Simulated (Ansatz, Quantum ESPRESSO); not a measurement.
# Work function of V(110), 5 layers, one monolayer of F on hollow sites, part 3 of 5

How much energy does it take to lift an electron out of V(110), 5 layers, one monolayer of F on hollow sites, and how far do the settings matter?

Quantum ESPRESSO 7.5; plane-wave DFT, PBE, GBRV ultrasoft pseudopotentials; geometry and cross-check by Ansatz 0.2.0 with PAW datasets.

So far. Step 4 (Electrostatic potential): The vacuum is flat to 0.5 meV/Å, so its level is well defined. Inside the slab the curve depends on the local part of the pseudopotentials; only the vacuum level has a meaning of its own. Step 5 (Planar and running averages): Where the running mean is not flat inside, average.x's window, rounded to the grid, doesn't match the spacings there.

## (6) Valence density

The density shows how far the electrons spill into the vacuum.

rho.in reads:

```
&inputpp
  prefix = 'scf'
  outdir = './out'
  filplot = 'rho.dat'
  plot_num = 0
/
```

Launch:

```console
> OMP_NUM_THREADS=1 mpirun -n 4 pp.x -in rho.in > rho.out
```

Log:

```text
[banner, memory and clock lines left out]
Program POST-PROC v.7.5 starts

          URL

     ./out/scf.save/

     IMPORTANT: XC functional enforced from input :
     Exchange-correlation= PBE
                           (   1   4   3   4   0   0   0)
     Any further DFT definition will be discarded
     Please, verify this is what you really want

     Check: negative core charge=   -0.000003

     negative rho (up, down):  8.760E-03 0.000E+00

     Adding external electric field

     Computed dipole along edir(3) :
        Dipole               -0.0457 Ry au,         -0.1162 Debye
        Dipole field         -0.0005 Ry au,

        Potential amp.        0.0479 Ry
        Total length         49.9647 bohr

     Calling punch_plot, plot_num =   0
     Writing data to file  rho.dat
     Message from routine chdens:
     namelist plot not found or invalid, exiting
```

Run time: 0.83 s. Hardware: 4 MPI ranks of Arm Neoverse V2, shared host; peak memory 0.1 GiB.

Read from the output:

```
electrons by integration : 72.00 e
```

The valence density, planar mean oscillates, so the rows of the table below give means over windows of 2.07 Å about each position, cut where the curve ends. Its maxima inside the range that stand out by 2 % of the span (Å: e/Å³): 8.4: 1.90, 10.4: 1.89, 12.5: 1.90, 14.7: 1.89, 16.8: 1.93, 18.0: 1.41. Its minima: 9.4: 0.269, 11.5: 0.266, 13.7: 0.288, 15.7: 0.291, 17.4: 0.562.

Mean over planes. Table of valence density, planar mean by z; means over each step:

z (Å), valence density, planar mean (e/Å³) and a bar:
```
     3.10       0.00 
     5.17       0.00 
     7.24       0.46 ############
     9.31       0.92 ########################
    11.38       0.91 ########################
    13.45       0.98 ##########################
    15.52       0.96 #########################
    17.59       1.13 ##############################
    19.66       0.03 #
    21.73       0.00
```

Valence density in the ca plane at fractional y = 0.000, with atoms of V within 0.2 Å of it. It is the smooth field of the valence electrons, not physical close to the nuclei.

Ten steps, logarithmic in the rise over the least value, from '0' (-0.01 × 1e0 e/Å³) to '9' (9.96 × 1e0 e/Å³), each cell a mean:
```
32222235999632222348996310000000000000000000
32222224687422222236874211000000000000000000
22222222343322222223432222100000000000000000
22233222232222332223332332100000000000000000
22232222333222232223333332100000000000000000
22222223565322222234663221100000000000000000
32222235898532222348996311000000000000000000
42222236989632222349997311000000000000000000
```
Columns run along c (16.0 Å, from fractional 0.34 to 0.92 of the cell), rows up along a (2.6 Å). Atoms in or near the plane, at fractional coordinates: V at (0.46, 0.00), V at (0.61, 0.00).

The density integrates to 72.000 electrons, as the 72 of the input ask.

## (7) Projected density of states

Projections on atomic orbitals tell which layers and orbitals hold the states near the zero of energy.

pdos.in reads:

```
&projwfc
  prefix = 'scf'
  outdir = './out'
  filpdos = 'pdos'
  Emin = -4.274
  Emax = 7.726
  DeltaE = 0.1
  ngauss = 0
  degauss = 0.01
/
```

Launch:

```console
> OMP_NUM_THREADS=1 mpirun -n 4 projwfc.x -in pdos.in > pdos.out
```

Log:

```text
[banner, memory and clock lines left out]
Program PROJWFC v.7.5 starts

          URL

     ./out/scf.save/

     IMPORTANT: XC functional enforced from input :
     Exchange-correlation= PBE
                           (   1   4   3   4   0   0   0)
     Any further DFT definition will be discarded
     Please, verify this is what you really want

     Check: negative core charge=   -0.000003

     negative rho (up, down):  8.760E-03 0.000E+00

     Adding external electric field

     Computed dipole along edir(3) :
        Dipole               -0.0457 Ry au,         -0.1162 Debye
        Dipole field         -0.0005 Ry au,

        Potential amp.        0.0479 Ry
        Total length         49.9647 bohr

     Gaussian broadening (read from input): ngauss,degauss=   0    0.010000

     Calling projwave ....
     one sub-group per band group will be used

     linear algebra parallelized on   4 procs

  Problem Sizes
  natomwfc =           54
  nx       =           27
  nbnd     =           43
  nkstot   =           74
  npwx     =         1366
  nkb      =           98

     Atomic states used for projection
     (read from pseudopotential files):

     state #   1: atom   1 (V  ), wfc  1 (l=0 m= 1)
     state #   2: atom   1 (V  ), wfc  2 (l=1 m= 1)
     state #   3: atom   1 (V  ), wfc  2 (l=1 m= 2)
     state #   4: atom   1 (V  ), wfc  2 (l=1 m= 3)
     state #   5: atom   1 (V  ), wfc  3 (l=0 m= 1)
     state #   6: atom   1 (V  ), wfc  4 (l=2 m= 1)
     state #   7: atom   1 (V  ), wfc  4 (l=2 m= 2)
     state #   8: atom   1 (V  ), wfc  4 (l=2 m= 3)
     state #   9: atom   1 (V  ), wfc  4 (l=2 m= 4)
     state #  10: atom   1 (V  ), wfc  4 (l=2 m= 5)
     state #  11: atom   2 (V  ), wfc  1 (l=0 m= 1)
     state #  12: atom   2 (V  ), wfc  2 (l=1 m= 1)
     state #  13: atom   2 (V  ), wfc  2 (l=1 m= 2)
     state #  14: atom   2 (V  ), wfc  2 (l=1 m= 3)
     state #  15: atom   2 (V  ), wfc  3 (l=0 m= 1)
     state #  16: atom   2 (V  ), wfc  4 (l=2 m= 1)
     state #  17: atom   2 (V  ), wfc  4 (l=2 m= 2)
     state #  18: atom   2 (V  ), wfc  4 (l=2 m= 3)
     state #  19: atom   2 (V  ), wfc  4 (l=2 m= 4)
     state #  20: atom   2 (V  ), wfc  4 (l=2 m= 5)
     state #  21: atom   3 (V  ), wfc  1 (l=0 m= 1)
     state #  22: atom   3 (V  ), wfc  2 (l=1 m= 1)
     state #  23: atom   3 (V  ), wfc  2 (l=1 m= 2)
     state #  24: atom   3 (V  ), wfc  2 (l=1 m= 3)
     state #  25: atom   3 (V  ), wfc  3 (l=0 m= 1)
     state #  26: atom   3 (V  ), wfc  4 (l=2 m= 1)
     state #  27: atom   3 (V  ), wfc  4 (l=2 m= 2)
     state #  28: atom   3 (V  ), wfc  4 (l=2 m= 3)
     state #  29: atom   3 (V  ), wfc  4 (l=2 m= 4)
     state #  30: atom   3 (V  ), wfc  4 (l=2 m= 5)
     state #  31: atom   4 (V  ), wfc  1 (l=0 m= 1)
     state #  32: atom   4 (V  ), wfc  2 (l=1 m= 1)
     state #  33: atom   4 (V  ), wfc  2 (l=1 m= 2)
     state #  34: atom   4 (V  ), wfc  2 (l=1 m= 3)
     state #  35: atom   4 (V  ), wfc  3 (l=0 m= 1)
     state #  36: atom   4 (V  ), wfc  4 (l=2 m= 1)
     state #  37: atom   4 (V  ), wfc  4 (l=2 m= 2)
     state #  38: atom   4 (V  ), wfc  4 (l=2 m= 3)
     state #  39: atom   4 (V  ), wfc  4 (l=2 m= 4)
     state #  40: atom   4 (V  ), wfc  4 (l=2 m= 5)
     state #  41: atom   5 (V  ), wfc  1 (l=0 m= 1)
     state #  42: atom   5 (V  ), wfc  2 (l=1 m= 1)
     state #  43: atom   5 (V  ), wfc  2 (l=1 m= 2)
     state #  44: atom   5 (V  ), wfc  2 (l=1 m= 3)
     state #  45: atom   5 (V  ), wfc  3 (l=0 m= 1)
     state #  46: atom   5 (V  ), wfc  4 (l=2 m= 1)
     state #  47: atom   5 (V  ), wfc  4 (l=2 m= 2)
     state #  48: atom   5 (V  ), wfc  4 (l=2 m= 3)
     state #  49: atom   5 (V  ), wfc  4 (l=2 m= 4)
     state #  50: atom   5 (V  ), wfc  4 (l=2 m= 5)
     state #  51: atom   6 (F  ), wfc  1 (l=0 m= 1)
     state #  52: atom   6 (F  ), wfc  2 (l=1 m= 1)
     state #  53: atom   6 (F  ), wfc  2 (l=1 m= 2)
     state #  54: atom   6 (F  ), wfc  2 (l=1 m= 3)

[... projections of each state ...]
Lowdin Charges:

     Atom #   1: total charge =  12.8927, s =  2.8713,
     Atom #   1: total charge =  12.8927, p =  5.9908, pz=  1.9977, px=  1.9956, py=  1.9974,
     Atom #   1: total charge =  12.8927, d =  4.0307, dz2=  0.7663, dxz=  0.7381, dyz=  0.8348, dx2-y2=  0.7907, dxy=  0.9008,
     Atom #   2: total charge =  12.8560, s =  2.8354,
     Atom #   2: total charge =  12.8560, p =  5.9925, pz=  1.9975, px=  1.9974, py=  1.9975,
     Atom #   2: total charge =  12.8560, d =  4.0281, dz2=  0.8039, dxz=  0.7142, dyz=  0.8860, dx2-y2=  0.7575, dxy=  0.8666,
     Atom #   3: total charge =  12.8846, s =  2.8375,
     Atom #   3: total charge =  12.8846, p =  5.9917, pz=  1.9970, px=  1.9975, py=  1.9972,
     Atom #   3: total charge =  12.8846, d =  4.0553, dz2=  0.8354, dxz=  0.7344, dyz=  0.8665, dx2-y2=  0.7758, dxy=  0.8432,
     Atom #   4: total charge =  12.8361, s =  2.8120,
     Atom #   4: total charge =  12.8361, p =  5.9914, pz=  1.9969, px=  1.9975, py=  1.9970,
     Atom #   4: total charge =  12.8361, d =  4.0328, dz2=  0.7942, dxz=  0.7057, dyz=  0.9362, dx2-y2=  0.7601, dxy=  0.8366,
     Atom #   5: total charge =  12.4179, s =  2.5726,
     Atom #   5: total charge =  12.4179, p =  5.9928, pz=  1.9984, px=  1.9970, py=  1.9974,
     Atom #   5: total charge =  12.4179, d =  3.8525, dz2=  0.8883, dxz=  0.6188, dyz=  0.6662, dx2-y2=  0.7288, dxy=  0.9503,
     Atom #   6: total charge =   7.4524, s =  1.9071,
     Atom #   6: total charge =   7.4524, p =  5.5452, pz=  1.8471, px=  1.8552, py=  1.8430,
     Atom #   6: total charge =   7.4524, d =  0.0000, dz2=  0.0000, dxz=  0.0000, dyz=  0.0000, dx2-y2=  0.0000, dxy=  0.0000,
     Spilling Parameter:   0.0092
```

Wall time 2.4 s (4 MPI ranks); peak memory 0.21 GiB.

Numbers from this step:

| Item | Value |
| --- | --- |
| spilling of the projection | 0.0092 |

Projected DOS an atom over height of the atomic layer and energy from the Fermi level. Columns are the atomic layers from the bottom up.

Ten even steps from '_' (0.00 states/eV) to '@' (3.06 states/eV), each cell a mean:
```
==::::::++__
--......::__
++----::::__
%%++**++--__
##++**++++__
**********__
::::::--==__
----::====__
--==--==::__
::------..__
........____
______..____
____________
____________
____________
____________
__________++
__________==
________..@@
________..@@
__________++
__________++
```
Columns: height of the atomic layer (Å) from 8.3 to 18.0 (not evenly spaced); rows upwards: energy from the Fermi level (eV) from -8.00 to 1.20.

The atomic orbitals miss 0.9 % of the occupied states; for empty states the projections can miss much more.

## (8) Self-consistent run: open boundaries by the effective screening medium

Open boundaries by another road: assume_isolated = 'esm' with bc1, the slab centred on z = 0.

esm.in reads:

```
&control
  prefix = 'esm'
  outdir = './out'
  pseudo_dir = './pseudo'
  calculation = 'scf'
  tprnfor = .true.
/
&system
  ibrav = 0
  nat = 6
  ntyp = 2
  ecutwfc = 40
  ecutrho = 200
  occupations = 'smearing'
  smearing = 'mv'
  degauss = 0.02
  assume_isolated = 'esm'
  esm_bc = 'bc1'
/
&electrons
  conv_thr = 1e-07
  mixing_beta = 0.4
  electron_maxstep = 120
  mixing_mode = 'local-TF'
/
ATOMIC_SPECIES
  V   50.9415  v_pbe_v1.4.uspp.F.UPF
  F   18.9984  f_pbe_v1.4.uspp.F.UPF
CELL_PARAMETERS angstrom
  2.13546247920000 -1.51000000000000 0.00000000000000
  2.13546247920000 1.51000000000000 0.00000000000000
  0.00000000000000 0.00000000000000 27.54184991670000
ATOMIC_POSITIONS crystal
  V   0.000000000000 0.000000000000 -0.176756103094
  V   0.500000000000 0.500000000000 -0.099220916294
  V   0.000000000000 0.000000000000 -0.021685729494
  V   0.498631321319 0.498631321319 0.053440361686
  V   0.002598977201 0.002598977201 0.129381963106
  F   0.356829321918 0.356829321918 0.176756103094
K_POINTS automatic
  12 12 1 0 0 0
```

Launch:

```console
> OMP_NUM_THREADS=1 mpirun -n 4 pw.x -nk 4 -in esm.in > esm.out
```

Log:

```text
[banner, memory and clock lines left out]
Program PWSCF v.7.5 starts
[citation notice left out]

[...]
Message from routine setup:
[...]
bravais-lattice index     =            0
     lattice parameter (alat)  =       4.9424  a.u.
     unit-cell volume          =    1198.6395 (a.u.)^3
     number of atoms/cell      =            6
     number of atomic types    =            2
     number of electrons       =        72.00
     number of Kohn-Sham states=           43
     kinetic-energy cutoff     =      40.0000  Ry
     charge density cutoff     =     200.0000  Ry
     scf convergence threshold =      1.0E-07
     mixing beta               =       0.4000
     number of iterations used =            8  local-TF  mixing
     Exchange-correlation=  SLA  PW   PBX  PBC
                           (   1   4   3   4   0   0   0)

     Effective Screening Medium Method
     Boundary Conditions: Vacuum-Slab-Vacuum
     total charge in unit cell        =   0.0000
     grid points for fit at edges     =        4

[...]
PseudoPot. # 1 for V  read from file:
     ./pseudo/v_pbe_v1.4.uspp.F.UPF
     Pseudo is Ultrasoft + core correction, Zval = 13.0
     Generated by new atomic code, or converted to UPF format
     Using radial grid of  853 points,  6 beta functions with:
                l(1) =   0
                l(2) =   0
                l(3) =   1
                l(4) =   1
                l(5) =   2
                l(6) =   2
     Q(r) pseudized with  8 coefficients,  rinner =    1.100   1.100   1.100
                                                       1.100   1.100

     PseudoPot. # 2 for F  read from file:
     ./pseudo/f_pbe_v1.4.uspp.F.UPF
     Pseudo is Ultrasoft, Zval =  7.0
     Generated by new atomic code, or converted to UPF format
     Using radial grid of  799 points,  4 beta functions with:
                l(1) =   0
                l(2) =   0
                l(3) =   1
                l(4) =   1
     Q(r) pseudized with  8 coefficients,  rinner =    0.950   0.950   0.950

     atomic species   valence    mass     pseudopotential
     V                13.00    50.94150     V ( 1.00)
     F                 7.00    18.99840     F ( 1.00)

      2 Sym. Ops. (no inversion) found

[...]
number of k points=    43  Marzari-Vanderbilt smearing, width (Ry)=  0.0200
[...]
Dense  grid:    57189 G-vectors     FFT dimensions: (  24,  24, 240)

     Smooth grid:    40719 G-vectors     FFT dimensions: (  20,  20, 216)

     Check: negative core charge=   -0.000003

     Initial potential from superposition of free atoms

     starting charge      71.9939, renormalised to      72.0000

     negative rho (up, down):  7.729E-03 0.000E+00
     Starting wfcs are   54 randomized atomic wfcs

     per-process dynamical memory:    86.7 Mb

     Self-consistent Calculation

     iteration #  1     ecut=    40.00 Ry     beta= 0.40
     Davidson diagonalization with overlap
     ethr =  1.00E-02,  avg # of iterations =  2.6

     negative rho (up, down):  7.914E-03 0.000E+00

     total energy              =    -773.36609971 Ry
     estimated scf accuracy    <       6.87962808 Ry

     iteration #  2     ecut=    40.00 Ry     beta= 0.40
[...]
negative rho (up, down):  8.105E-03 0.000E+00

[...]
total energy              =    -773.65013023 Ry
     estimated scf accuracy    <       0.86897911 Ry

     iteration #  3     ecut=    40.00 Ry     beta= 0.40
[...]
negative rho (up, down):  8.555E-03 0.000E+00

[...]
total energy              =    -774.10606406 Ry
     estimated scf accuracy    <       1.06527571 Ry

     iteration #  4     ecut=    40.00 Ry     beta= 0.40
[...]
negative rho (up, down):  9.700E-03 0.000E+00

[...]
total energy              =    -773.97533752 Ry
     estimated scf accuracy    <       0.86944397 Ry

     iteration #  5     ecut=    40.00 Ry     beta= 0.40
[...]
negative rho (up, down):  9.756E-03 0.000E+00

[...]
total energy              =    -773.92905749 Ry
     estimated scf accuracy    <       0.38830054 Ry

     iteration #  6     ecut=    40.00 Ry     beta= 0.40
[...]
c_bands:  1 eigenvalues not converged
[...]
negative rho (up, down):  8.820E-03 0.000E+00

[...]
total energy              =    -774.00892804 Ry
     estimated scf accuracy    <       0.14112827 Ry

[...]
iteration # 32     ecut=    40.00 Ry     beta= 0.40
[...]
negative rho (up, down):  9.887E-03 0.000E+00

[...]
total energy              =    -774.02457171 Ry
     estimated scf accuracy    <       0.00000097 Ry

     iteration # 33     ecut=    40.00 Ry     beta= 0.40
[...]
c_bands:  1 eigenvalues not converged
[...]
negative rho (up, down):  9.893E-03 0.000E+00

[...]
total energy              =    -774.02452920 Ry
     estimated scf accuracy    <       0.00000235 Ry

     iteration # 34     ecut=    40.00 Ry     beta= 0.40
[...]
negative rho (up, down):  9.917E-03 0.000E+00

[...]
total energy              =    -774.02449297 Ry
     estimated scf accuracy    <       0.00000027 Ry

     iteration # 35     ecut=    40.00 Ry     beta= 0.40
[...]
negative rho (up, down):  9.934E-03 0.000E+00

[...]
End of self-consistent calculation

          k = 0.0000 0.0000 0.0000 (  5049 PWs)   bands (ev):

   -69.5846 -69.0362 -68.8906 -68.8241 -68.7186 -43.5709 -43.1869 -43.1000
   -42.9546 -42.8707 -42.6002 -42.5953 -42.4538 -42.4200 -42.3685 -42.3177
   -42.3052 -42.2380 -42.2367 -42.2098 -30.5461 -12.7772 -11.3396 -11.2361
   -10.6107 -10.3643  -9.1511  -8.4047  -7.3453  -6.2612  -6.0656  -5.7135
    -5.4723  -5.2761  -5.1192  -4.9222  -4.8608  -4.7671  -4.6698  -4.1368
    -4.1168  -3.5872  -3.2233

          k = 0.0510 0.0722 0.0000 (  5057 PWs)   bands (ev):

   -69.5781 -69.0294 -68.8838 -68.8176 -68.7149 -43.5608 -43.2155 -43.0874
   -42.9776 -42.8679 -42.6378 -42.5895 -42.4646 -42.4411 -42.4047 -42.3369
   -42.2933 -42.2692 -42.2494 -42.2251 -30.5197 -12.6920 -11.3782 -11.1300
   -10.6934 -10.1706  -8.9725  -8.2312  -7.2665  -6.2487  -6.0581  -5.7096
    -5.5077  -5.2929  -5.2109  -5.0812  -4.9136  -4.7300  -4.5922  -4.4915
    -3.9966  -3.6517  -3.2904

[...]
the Fermi energy is    -5.1643 ev

!    total energy              =    -774.02448899 Ry
     estimated scf accuracy    <       0.00000005 Ry
     smearing contrib. (-TS)   =       0.00213669 Ry
     internal energy E=F+TS    =    -774.02662568 Ry

     The total energy is F=E-TS. E is the sum of the following terms:
     one-electron contribution =   20026.33203500 Ry
     hartree contribution      =  -10033.12689685 Ry
     xc contribution           =    -107.42924887 Ry
     ewald contribution        =  -10659.80251496 Ry

     convergence has been achieved in  35 iterations

     negative rho (up, down):  9.934E-03 0.000E+00

     Forces acting on atoms (cartesian axes, Ry/au):

     atom    1 type  1   force =     0.00003215    0.00000000    0.02315131
     atom    2 type  1   force =     0.00059979    0.00000000   -0.01663876
     atom    3 type  1   force =    -0.00033306   -0.00000000   -0.00428441
     atom    4 type  1   force =     0.00007332    0.00000000   -0.00137680
     atom    5 type  1   force =    -0.00082600    0.00000000   -0.00017372
     atom    6 type  2   force =     0.00045379    0.00000000   -0.00028991

     Total force =     0.028889     Total SCF correction =     0.001137

[...]
```

Elapsed: 2.4 min, on 4 MPI ranks; peak memory 0.54 GiB.

Read from the output:

```
Fermi energy                                                   : -5.164 eV
vacuum line at the lower end of the cell, over the Fermi level : 4.825 eV
vacuum line at the upper end of the cell, over the Fermi level : 5.504 eV
```

The potential energy, planar mean oscillates, so the rows of the table below give means over windows of 2.07 Å about each position, cut where the curve ends. Its maxima inside the range that stand out by 2 % of the span (Å: eV): -3.8: -0.991, -1.7: -1.11, 0.5: -1.48, 2.5: -1.21, 4.4: -6.55. Its minima: -4.8: -20.7, -2.8: -20.6, -0.6: -20.5, 1.5: -20.6, 3.6: -21.4, 4.8: -9.21.

Electrostatic potential energy of an electron; zero at the Fermi level. Potential energy, planar mean against z; means over each step:

z (Å), potential energy, planar mean (eV) and a bar from the least value:
```
   -12.73        4.8 #############################
   -10.66        4.8 #############################
    -8.59        4.8 #############################
    -6.52        2.2 #########################
    -4.45      -10.2 ####
    -2.38      -10.2 ####
    -0.31      -10.3 ####
     1.76      -10.2 ####
     3.83      -12.6 
     5.90        2.6 #########################
     7.97        5.5 ##############################
    10.04        5.5 ##############################
    12.11        5.5 ##############################
```

The vacuum levels are read from the outermost 0.7 Å of the cell on either side.

The run needed 35 iterations to bring the estimated error under 1e-07 Ry; the largest force on any atom, held or free, is 0.60 eV/Å.

The upper level is 5.504 eV against 5.501 eV from the periodic run.

(Continued in part 4 of 5.)

[Logs are printed without paths, hosts, clocks, repeated set-up lines and the standing remarks that a program may print on its own settings, such as how far it seeks lower states.]

[Hosts, paths, dates, database ids (printed as entryN), source tags and the programs' standing remarks are cut or masked in the printed files.]

[Maps of the electrostatic potential energy from Ansatz leave out the sawtooth potential of an applied field or a dipole correction, so their vacuum need not be flat; planar profiles and work functions include it.]
